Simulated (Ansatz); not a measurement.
# Quasiparticle gap of GeH6CI3N (CH3NH3GeI3), part 2 of 3

How far does one-shot GW move the PBEsol gap of GeH6CI3N (CH3NH3GeI3)?

Ansatz 0.2.0; PBEsol, then G0W0 on it, plane waves, PAW. Known limits of the many-body steps: finite bands, screening cutoff and k mesh; no spin-orbit coupling in G0W0.

So far. Step 2 (Relaxation): The program's warnings for this run: band table not solved further.

The structure was built from a prototype and need not be the compound's stable phase.

## (3) Bands along the symmetry lines

Levels along a band path and on the mesh show where this functional puts the band edges.

This step: DFT, PBEsol, plane waves, PAW; PAW set soft_1.

Contents of input.yaml:

```yaml
crystal:
  lattice:
    - [5.8630711863, 0.2896105377, 0.0618450382]
    - [0.2896105377, 5.9414246786, 0.091408338]
    - [0.0618450382, 0.091408338, 5.8648889541]
  atoms:
    - { symbol: C, position: [0.9282061927, 0.9134021167, 0.9846224898] }
    - { symbol: "N", position: [0.0764546859, 0.097646897, 0.0085587277] }
    - { symbol: H, position: [1.0369851614, 0.7531233599, 0.9706938083] }
    - { symbol: H, position: [0.1852165616, 1.1105705405, 0.8665654291] }
    - { symbol: H, position: [0.8263853188, -0.0529096915, 0.8300969694] }
    - { symbol: H, position: [-0.0210627329, 0.2520612321, 0.0249310054] }
    - { symbol: H, position: [0.8144927943, -0.0929478115, 0.1354900582] }
    - { symbol: H, position: [0.1790586382, 1.0723934485, 0.1523746068] }
    - { symbol: Ge, position: [0.518690855, 0.5164188802, 0.5307891582] }
    - { symbol: I, position: [0.5149504902, 0.4698515314, 0.0010197888] }
    - { symbol: I, position: [0.4459210691, -0.0168305148, 0.5019309052] }
    - { symbol: I, position: [-0.0151168563, 0.4764345857, 0.4926325186] }
kpoints:
  mp_grid: { grid: [4, 4, 4] }
  band_path:
    path:
      - [[0.0, 0.0, 0.0], [0.5, 0.0, 0.0], [0.5, 0.5, 0.0], [0.0, 0.0, 0.0], [0.5, 0.5, 0.5], [0.5, 0.0, 0.0]]
      - [[0.5, 0.5, 0.0], [0.5, 0.5, 0.5]]
    npoints: 10
hamiltonian:
  xc: pbesol
  pseudopotentials: { kind: paw, azcp: { folder: soft_1 }, xc_functional: pbe }
scf:
  occupations: { method: fermi_dirac, width: 0.02 }
  n_extra_bands: 8
output:
  eigenvalues: true
  forces: true
  stress: true
  write_density: true
  write_potential: true
  elf: true
  volumetric_format: npy
```

Started as:

```console
$ ansatz run input.yaml --threads 2 --pin off --max-ram 92160MiB --backend cuda --events-out ev --progress --plain --runs-dir out --devices 1 --max-vram 13GiB
```

Numbers of over 12 decimals in the logs are rounded to 6 here.

What it wrote:

```text
[...]
GPUs: using 1 of 1 available (devices: 1).
[...]
GPU FFT provider: cuFFT
GPU libraries: cuBLAS 13.8.2, cuFFT 12.4.0, cuSOLVER 12.3.4
Crystal: 12 atoms, lattice volume = 203.743 Å³
Basis set: ecut = 420 eV, 3977 PW (Γ), exchange–correlation on 80×80×80 points (8 copies of the dense FFT grid, shifted against one another)
Bands: 48, of which v1, the nominal top of the filled ones, is band 40 counted from 1 (39 counted from 0)
Symmetry: 1 space group operations
[...]
k-points: 36 of 64 (time reversal used)
[...]
GPU buffer pool allocated for 64000 grid points (all kernels)
[...]
SCF iter   1: F=—  HF=-27276.715306 eV  |F-HF|=—  |Δ(HF+E_count)|=         —  Δρ=6.61e-2  dr2=9.56e0  ethr=3.10e-3  ⟨swp⟩=8.8  Hψ=7741  notcnv=0
[...]
SCF iter  10: F=-27273.652929 eV  HF=-27273.652929 eV  |F-HF|=1.25e-8  |Δ(HF+E_count)|=   2.17e-7  Δρ=2.04e-6  dr2=1.31e-8  ethr=1.25e-10  ⟨swp⟩=21.9  Hψ=16355  notcnv=0
SCF 1 converged in 10 iterations: F = -27273.652929 eV  dr2 = 1.31e-8
[...]
NSCF: frozen V_eff on 62 k-points
SCF converged after 10 iterations
Free energy (F): -27273.652929 eV
[...]
Internal energy: -27273.652929 eV  (E = F + TS)
E sigma→0 (E₀):  -27273.652929 eV
Fermi energy:    5.423878 eV
[...]
--- Forces (eV/Å), atoms counted from 1 ---
  atom   1  C      0.00036857    -0.00437477     0.00469769
  atom   2  N      0.00674357     0.00108809    -0.01533160
  atom   3  H     -0.00585760     0.00800595     0.00104007
  atom   4  H     -0.00666371     0.00210843     0.01141642
  atom   5  H     -0.00226808    -0.00384213     0.00182690
  atom   6  H      0.00325873    -0.00289965     0.00036099
  atom   7  H      0.00360595    -0.00106042    -0.00850752
  atom   8  H      0.00482793     0.00418300     0.00127144
  atom   9  Ge    -0.00498447     0.00043760    -0.00262811
  atom  10  I     -0.00119172    -0.00185060     0.00126471
  atom  11  I     -0.00309524     0.00140553     0.00306746
  atom  12  I      0.00525024    -0.00318594     0.00150568
  max |Σ_I F_I| component: 1.59e-5 eV/Å
--- Stress (GPa, compression-positive) ---
        1.098893       0.011909       0.002785
        0.011909       1.092641       0.007782
        0.002785       0.007782       1.087258
  P = ⅓ Tr σ = 1.0929 GPa (10.929 kbar)
--- Band table (eV; the first three rows and the last of 36) ---
  k-point 0: bands = [... 36 lower, 3.2729, 3.3070, 3.4216, 3.6635, 8.0161, 8.4433, 8.9632, 9.0771, ... 4 higher]
  k-point 1: bands = [... 36 lower, 3.0389, 3.1625, 3.4475, 3.6234, 8.1337, 8.4292, 8.7527, 9.3946, ... 4 higher]
  k-point 2: bands = [... 36 lower, 3.1001, 3.2550, 3.5633, 3.9046, 6.5471, 8.4304, 9.4532, 9.7685, ... 4 higher]
  k-point 35: bands = [... 36 lower, 3.7258, 3.9662, 3.9844, 4.9897, 5.8582, 5.9510, 6.2015, 8.7639, ... 4 higher]
```

Wall time 12 s (1 × NVIDIA H100 80GB HBM3 (shared by 6 runs) with 2 threads of AMD EPYC 7R13 (Zen 3), shared host); peak memory 1.1 GiB.

In the SCF lines HF is the Harris–Foulkes energy and dr2 the Hartree energy of the density residual, in eV; the loop may stop once dr2 is under the threshold and the program's other checks hold. Hψ counts applications of the Hamiltonian.

Numbers from this step:

```yaml
pressure: 1.093 GPa
filled_bands: 40
gap: 0.8422 eV
valence_top_at: R
conduction_bottom_at: k = (0.500, 0.500, 0.450)
least_direct_gap: 0.8685 eV
```

Over mesh and path the gap is 0.842 eV, from k = (0.500, 0.500, 0.500) to k = (0.500, 0.500, 0.450). The least direct gap found is 0.869 eV, at k = (0.500, 0.500, 0.500). On the 4×4×4 mesh alone the same run gives 0.869 eV, so that mesh misses an edge of PBEsol: 0.869 − 0.842 = +0.027 eV.

Electronic bands along the path, in eV, zero at the top of the highest nominally filled band:

| point | band 37 | band 38 | band 39 | band 40 | band 41 | band 42 | band 43 | band 44 |
| --- | --- | --- | --- | --- | --- | --- | --- | --- |
| Γ | -1.72 | -1.68 | -1.57 | -1.33 | 3.03 | 3.45 | 3.97 | 4.09 |
| halfway | -1.83 | -1.71 | -1.62 | -1.52 | 3.23 | 3.62 | 3.78 | 4.25 |
| X | -2.08 | -1.79 | -1.62 | -0.97 | 1.68 | 3.82 | 3.95 | 4.61 |
| halfway | -1.96 | -1.77 | -1.41 | -0.83 | 1.51 | 3.04 | 4.25 | 4.40 |
| M | -2.09 | -1.98 | -0.95 | -0.53 | 1.24 | 1.60 | 4.50 | 4.59 |
| halfway | -1.86 | -1.75 | -1.47 | -1.17 | 2.82 | 3.26 | 3.64 | 4.23 |
| Γ | -1.72 | -1.68 | -1.57 | -1.33 | 3.03 | 3.45 | 3.97 | 4.09 |
| halfway | -1.87 | -1.47 | -1.32 | -1.18 | 2.68 | 2.96 | 3.32 | 3.93 |
| R | -1.26 | -1.02 | -1.01 | 0.00 | 0.87 | 0.96 | 1.21 | 3.77 |
| halfway | -1.63 | -1.42 | -1.38 | -0.78 | 1.38 | 2.83 | 3.13 | 4.27 |
| X | -2.08 | -1.79 | -1.62 | -0.97 | 1.68 | 3.82 | 3.95 | 4.61 |
| jump to M | -2.09 | -1.98 | -0.95 | -0.53 | 1.24 | 1.60 | 4.50 | 4.59 |
| halfway | -1.59 | -1.41 | -0.98 | -0.44 | 1.06 | 1.42 | 3.07 | 4.09 |
| R | -1.26 | -1.02 | -1.01 | 0.00 | 0.87 | 0.96 | 1.21 | 3.77 |

Electrostatic potential energy in the ab plane at fractional z = 0.001, with atoms of C and N and H and I within 0.2 Å of it. With pseudopotentials it is smooth inside the atoms' cores, unlike the true potential.

Ten even steps from '0' (-41 eV) to '9' (10 eV), each cell a mean:
```
3789999999998400
2899999999998500
4799999999999742
3599999999999987
6699999999999998
9999998657899999
9999984122589999
9999971474279999
9999972595269999
9999984242279999
7999997433689987
3899999888999983
2468999999999985
1027999999999986
0006999999999986
3137999999999754
```
Columns run along a (5.9 Å; values clipped at the 3rd and 97th percentile), rows up along b (5.9 Å). Atoms in or near the plane, at fractional coordinates: C at (0.93, 0.91), N at (0.08, 0.10), H at (0.04, 0.75), H at (0.98, 0.25), I at (0.51, 0.47).

Valence density in the ab plane at fractional z = 0.001, with atoms of C and N and H and I within 0.2 Å of it. It is the smooth field of the valence electrons, not physical close to the nuclei.

Ten steps, logarithmic in the rise over the least value, from '_' (0 e/Å³) to '@' (14 e/Å³), each cell a mean:
```
++==--..______________..--==++++
++--..________________..::==++++
++--..__________________..--==++
++==::____________________..::==
----..____....::::....______..::
....____....::------::..________
________..::==**##++--::..______
________..--++@@@@%%++--..______
________..--**@@@@@@**--..______
________..::==##%%##++--..______
::..______..--==++==--::..__..::
==--::..__....::::::::..____::==
**++==::..____........______::==
**##**==..__________________::==
**##**==::______________....::==
****++--..______________::--==++
```
Columns run along a (5.9 Å), rows up along b (5.9 Å). Atoms in or near the plane, at fractional coordinates: C at (0.93, 0.91), N at (0.08, 0.10), H at (0.04, 0.75), H at (0.98, 0.25), I at (0.51, 0.47).

## (4) G0W0 on the 4×4×4 mesh

G0W0 replaces the xc potential by a self-energy built once from the orbitals of the start. Levels are corrected in the window of bands that the input names, at points of the mesh.

This step: G0W0 on PBEsol, plane waves, PAW; PAW set soft_1.

input.yaml: that of step 3 with these lines changed.

```diff
@@ -20,7 +20,2 @@
   mp_grid: { grid: [4, 4, 4] }
-  band_path:
-    path:
-      - [[0.0, 0.0, 0.0], [0.5, 0.0, 0.0], [0.5, 0.5, 0.0], [0.0, 0.0, 0.0], [0.5, 0.5, 0.5], [0.5, 0.0, 0.0]]
-      - [[0.5, 0.5, 0.0], [0.5, 0.5, 0.5]]
-    npoints: 10
 hamiltonian:
@@ -29,11 +24,8 @@
 scf:
-  occupations: { method: fermi_dirac, width: 0.02 }
-  n_extra_bands: 8
-output:
-  eigenvalues: true
-  forces: true
-  stress: true
-  write_density: true
-  write_potential: true
-  elf: true
-  volumetric_format: npy
+  occupations: { method: fixed }
+gw:
+  n_empty_bands: 685
+  ecut_chi: 130.0
+  qp_bands: [v4, c4]
+  qp_kpoints: band_edges
+  screening: { model: contour_deformation }
```

What it wrote:

```text
GPUs: using 1 of 1 available (devices: 1).
[...]
GPU FFT provider: cuFFT
GPU libraries: cuBLAS 13.8.2, cuFFT 12.4.0, cuSOLVER 12.3.4
Crystal: 12 atoms, lattice volume = 203.743 Å³
Basis set: ecut = 420 eV, 3977 PW (Γ)
Bands: 52, of which v1, the nominal top of the filled ones, is band 40 counted from 1 (39 counted from 0)
Symmetry: 1 space group operations
[...]
k-points: 36 of 64 (time reversal used)
[...]
GPU buffer pool allocated for 64000 grid points (all kernels)
[...]
SCF iter   1: F=—  HF=-27276.715528 eV  |F-HF|=—  |Δ(HF+E_count)|=         —  Δρ=6.60e-2  dr2=9.55e0  ethr=3.10e-3  ⟨swp⟩=5.0  Hψ=6426  notcnv=0  defer=316
[...]
SCF iter  10: F=-27273.652954 eV  HF=-27273.652954 eV  |F-HF|=1.10e-8  |Δ(HF+E_count)|=   1.56e-7  Δρ=1.65e-6  dr2=9.41e-9  ethr=1.25e-10  ⟨swp⟩=16.6  Hψ=10212  notcnv=0
SCF 1 converged in 10 iterations: F = -27273.652954 eV  dr2 = 9.41e-9
[...]
the band table was solved once the SCF had ended and its energy, with any forces and stress, was formed, with the checks that follow a solve (8570 applications of the Hamiltonian). They found nothing against the state; the energy, forces and stress were not computed again (output.eigenvalues in the input reference)
[...]
G₀W₀ screening: q 1/36
[... further progress lines ...]
SCF converged after 10 iterations
Free energy (F): -27273.652954 eV
[...]
Internal energy: -27273.652954 eV  (E = F + TS)
E sigma→0 (E₀):  -27273.652954 eV
Fermi energy:    4.989732 eV
[...]
--- Band table (eV; the first three rows and the last of 36) ---
  k-point 0: bands = [... 36 lower, 3.2729, 3.3070, 3.4216, 3.6635, 8.0161, 8.4433, 8.9632, 9.0771, ... 8 higher]
  k-point 1: bands = [... 36 lower, 3.0389, 3.1625, 3.4476, 3.6234, 8.1337, 8.4293, 8.7527, 9.3946, ... 8 higher]
  k-point 2: bands = [... 36 lower, 3.1001, 3.2550, 3.5633, 3.9046, 6.5471, 8.4304, 9.4533, 9.7685, ... 8 higher]
  k-point 35: bands = [... 36 lower, 3.7258, 3.9662, 3.9845, 4.9897, 5.8582, 5.9510, 6.2015, 8.7639, ... 8 higher]
--- G₀W₀: contour deformation, 7 samples at zero and on the imaginary axis and 2 off it, 64 q-points, 685 empty bands' worth ---
  eigenvalues of the whole cell's RPA ε∞ on this k-mesh (on a slab, of 1 + 4πα/V) = 9.0055, 11.8476, 13.9016; static W/v taken at q = 0 is 0.086783
  gw.qp_kpoints: band_edges: 15 of 36 stored k-points solved, in 1 pass; an edge of the gap read off the rows below is read off those points alone
    valence top: of the k-points left out ik 32 came nearest to being solved in a further pass, in band 40 (counted from 1, as in the quasiparticle table): it holds the edge there only if its correction is more favourable than any solved in that band by at least 0.748 eV; those differ by 0.467 eV
    conduction bottom: of the k-points left out ik 32 came nearest to being solved in a further pass, in band 41 (counted from 1, as in the quasiparticle table): it holds the edge there only if its correction is more favourable than any solved in that band by at least 0.512 eV; those differ by 0.187 eV
    ik  band        ε_KS         Σx   Σc(E_QP)       V_xc       Z   E_QP_lin       E_QP  E_QP is
     0    37      3.2729   -17.1114     2.1326   -14.1901  0.7256     2.4413     2.4842  root
     0    38      3.3070   -17.1038     2.1472   -14.1680  0.7250     2.4749     2.5185  root
     0    39      3.4216   -17.2662     2.0558   -14.4454  0.7275     2.6186     2.6565  root
     0    40      3.6635   -17.3289     1.9616   -14.6012  0.7315     2.8619     2.8975  root
     0    41      8.0161    -5.3770    -3.8287    -9.4992  0.7772     8.3126     8.3096  root
     0    42      8.4433    -7.2050    -4.1866   -11.7351  0.7471     8.7920     8.7868  root
     0    43      8.9632    -5.9234    -4.0765   -10.2655  0.7548     9.2316     9.2289  root
     0    44      9.0771    -4.8050    -3.8991    -8.9459  0.7702     9.3212     9.3190  root
     1    37      3.0389   -16.8607     2.2023   -13.8680  0.7213     2.2034     2.2485  root
     1    38      3.1625   -17.0959     2.0994   -14.2235  0.7255     2.3498     2.3895  root
     1    39      3.4476   -16.9699     1.9122   -14.3296  0.7272     2.6865     2.7195  root
     1    40      3.6234   -17.2265     1.9810   -14.4767  0.7303     2.8177     2.8546  root
     1    41      8.1337    -8.4948    -4.1397   -12.8946  0.7574     8.3993     8.3938  root
     1    42      8.4293    -7.1553    -4.1031   -11.5053  0.7436     8.6792     8.6762  root
     1    43      8.7527    -6.2401    -4.0906   -10.7436  0.7682     9.1717     9.1656  root
     1    44      9.3946    -5.1785    -4.0217    -9.4946  0.7657     9.6921     9.6892  root
     2    37      3.1001   -17.3564     2.2459   -14.3082  0.7237     2.2518     2.2978  root
     2    38      3.2550   -17.1449     2.2356   -14.0885  0.7252     2.3823     2.4343  root
     2    39      3.5633   -17.1383     1.9880   -14.3836  0.7288     2.7602     2.7966  root
     2    40      3.9046   -16.7825     1.1413   -15.1136  0.7365     3.3636     3.3770  root
     2    41      6.5471    -9.0162    -3.6344   -12.8684  0.7445     6.7665     6.7648  root
     2    42      8.4304    -7.3883    -4.1785   -11.8135  0.7336     8.6802     8.6771  root
     2    43      9.4533    -5.2921    -3.9957    -9.6269  0.7717     9.7960     9.7924  root
     2    44      9.7685    -6.0106    -4.2263   -10.6747  0.7635    10.2145    10.2062  root
     9    37      2.9230   -16.6709     2.2966   -13.5751  0.7147     2.0775     2.1238  root
     9    38      3.1011   -17.1037     2.0467   -14.3174  0.7220     2.3313     2.3615  root
     9    39      3.7846   -17.5908     1.9854   -14.8087  0.7365     2.9481     2.9878  root
     9    40      4.5155   -16.4277     0.6994   -15.2683  0.7461     4.0480     4.0556  root
     9    41      6.2284    -9.0349    -3.5070   -12.7396  0.7489     6.4273     6.4260  root
     9    42      6.5281    -8.9428    -3.5728   -12.7042  0.7466     6.7179     6.7168  root
     9    43      9.5675    -6.4854    -4.2756   -11.2863  0.7664    10.1051    10.0929  root
     9    44      9.7686    -8.6518    -4.7301   -13.7079  0.7117    10.0995    10.0946  root
    15    37      3.1177   -16.2213     1.6348   -13.9638  0.7217     2.4786     2.4950  root
    15    38      3.5196   -17.2547     1.9645   -14.5200  0.7319     2.7128     2.7494  root
    15    39      3.6735   -17.2513     1.9402   -14.5462  0.7315     2.8730     2.9087  root
    15    40      3.8072   -17.3510     1.9121   -14.6719  0.7337     3.0051     3.0402  root
    15    41      7.6680    -9.0019    -3.9906   -13.2442  0.7463     7.9215     7.9197  root
    15    42      7.9486    -9.2769    -4.0288   -13.5543  0.7352     8.1995     8.1971  root
    15    43      8.3095    -9.0525    -4.2501   -13.5563  0.7246     8.5661     8.5632  root
    15    44      8.9198    -6.0004    -4.0596   -10.4864  0.7729     9.3521     9.3461  root
[...]
34    41      6.0494    -9.1891    -3.3853   -12.7441  0.7517     6.2199     6.2191  root
    34    42      6.4071    -8.9014    -3.5119   -12.6040  0.7491     6.5990     6.5979  root
    34    43      8.0561    -9.5004    -4.0883   -13.8327  0.7346     8.3028     8.3001  root
    34    44      9.0796    -5.4036    -4.0222    -9.8795  0.7777     9.5409     9.5333  root
    35    37      3.7258   -17.4712     1.9907   -14.6836  0.7356     2.8881     2.9289  root
    35    38      3.9662   -17.5612     1.9283   -14.8553  0.7354     3.1519     3.1886  root
    35    39      3.9845   -17.5962     1.9471   -14.8590  0.7359     3.1553     3.1944  root
    35    40      4.9897   -15.6608     0.0464   -15.3130  0.7539     4.6859     4.6883  root
    35    41      5.8582    -9.4156    -3.1577   -12.6802  0.7518     5.9655     5.9652  root
    35    42      5.9510    -8.8803    -3.4183   -12.4952  0.7539     6.1487     6.1476  root
    35    43      6.2015    -8.6533    -3.4941   -12.3479  0.7528     6.4032     6.4020  root
    35    44      8.7639    -5.1222    -3.9154    -9.4650  0.7821     9.1974     9.1912  root
```

Elapsed: 4.7 min, on 1 × NVIDIA H100 80GB HBM3 (shared by 6 runs) with 2 threads; peak memory 5.8 GiB.

Numbers from this step:

```yaml
bands_summed: 725
rpa_eps_infinity_on_this_mesh_eigenvalues: 9.005, 11.85, 13.90
plane_waves_in_the_screening_matrix: 689
q_points_in_the_mesh: 64
g0w0_gap_over_the_corrected_points: 1.277 eV
k_of_the_valence_top: -0.5, -0.5, -0.5
k_of_the_conduction_bottom: -0.5, -0.5, -0.5
starting_gap_on_the_mesh: 0.8685 eV
z_at_the_valence_top: 0.7539
z_at_the_conduction_bottom: 0.7518
least_direct_g0w0_gap_over_the_corrected_points: 1.277 eV
```

Over 15 of 36 irreducible mesh points the G0W0 gap is 1.277 eV, direct, at k = (-0.500, -0.500, -0.500). The PBEsol gap of this run on the mesh is 0.869 eV. The two states that bound the G0W0 gap lie that far apart at the start, so the correction of the gap is 1.277 − 0.869 = +0.408 eV.

Labels follow the order of the start: v1 is the top filled band, c1 the lowest empty one; levels that stay degenerate share a row, the window can cut a multiplet, doubted levels are not marked in this list, bands outside the window were not corrected, and the list may be a part of the corrected levels. The levels before and after the correction (eV, zero at the valence-band top of each column):

|  | conduction bottom | valence top |
| --- | --- | --- |
| Kohn-Sham | 0.87 | 0.00 |
| G0W0 | 1.28 | 0.00 |

|  | level | occupation | energy (eV) |
| --- | --- | --- | --- |
| Kohn-Sham | (-0.5 -0.5 -0.5) v4 | 2 | -1.264 |
| Kohn-Sham | (-0.5 -0.5 -0.5) v3 | 2 | -1.024 |
| Kohn-Sham | (-0.5 -0.5 -0.5) v2 | 2 | -1.005 |
| Kohn-Sham | (-0.5 -0.5 -0.5) v1 | 2 | 0.000 |
| Kohn-Sham | (-0.5 -0.5 -0.5) c1 | 0 | 0.869 |
| Kohn-Sham | (-0.5 -0.5 -0.5) c2 | 0 | 0.961 |
| Kohn-Sham | (-0.5 -0.5 -0.5) c3 | 0 | 1.212 |
| Kohn-Sham | (-0.5 -0.5 -0.5) c4 | 0 | 3.774 |
| G0W0 | (-0.5 -0.5 -0.5) v4 | 2 | -1.759 |
| G0W0 | (-0.5 -0.5 -0.5) v3 | 2 | -1.500 |
| G0W0 | (-0.5 -0.5 -0.5) v2 | 2 | -1.494 |
| G0W0 | (-0.5 -0.5 -0.5) v1 | 2 | 0.000 |
| G0W0 | (-0.5 -0.5 -0.5) c1 | 0 | 1.277 |
| G0W0 | (-0.5 -0.5 -0.5) c2 | 0 | 1.459 |
| G0W0 | (-0.5 -0.5 -0.5) c3 | 0 | 1.714 |
| G0W0 | (-0.5 -0.5 -0.5) c4 | 0 | 4.503 |

The parts of the quasiparticle energy for the two states that bound the G0W0 gap, in eV on the run's own scale (QP = start + Σx + Σc − Vxc, with Σc at the quasiparticle energy):

| edge | k | band | start | Σx | Σc | Vxc | Z | QP |
| --- | --- | --- | --- | --- | --- | --- | --- | --- |
| valence top | (-0.500, -0.500, -0.500) | 40 | 4.990 | −15.661 | 0.046 | −15.313 | 0.754 | 4.688 |
| conduction bottom | (-0.500, -0.500, -0.500) | 41 | 5.858 | −9.416 | −3.158 | −12.680 | 0.752 | 5.965 |

[end of part 2 of 3]

[Paths, hosts, dates, memory and timing lines, banners, echoed tables and standing remarks are left out of the program output.]

[Logs are printed without paths, hosts, clocks, repeated set-up lines and the standing remarks that a program may print on its own settings, such as how far it seeks lower states.]

[Runs of the session that timed out or met a known fault of the program may be left out.]

[Cells called generated may have been cut or substituted from an entry of the Crystallography Open Database or the Materials Project.]

[Hosts, paths, dates, database ids (printed as entryN), source tags and the programs' standing remarks are cut or masked in the printed files.]

[Where an RPA ε∞ is given, it is that of the G0W0 mesh and is not shown converged in it. Names of k-points follow the symmetry that the program found, which can be lower than the space group named. Band edges on a path are those of the sampled points; other points can move an edge, and change direct to indirect where valleys lie close.]

[Hybrid gaps are those of their k-mesh and are not shown converged in it.]
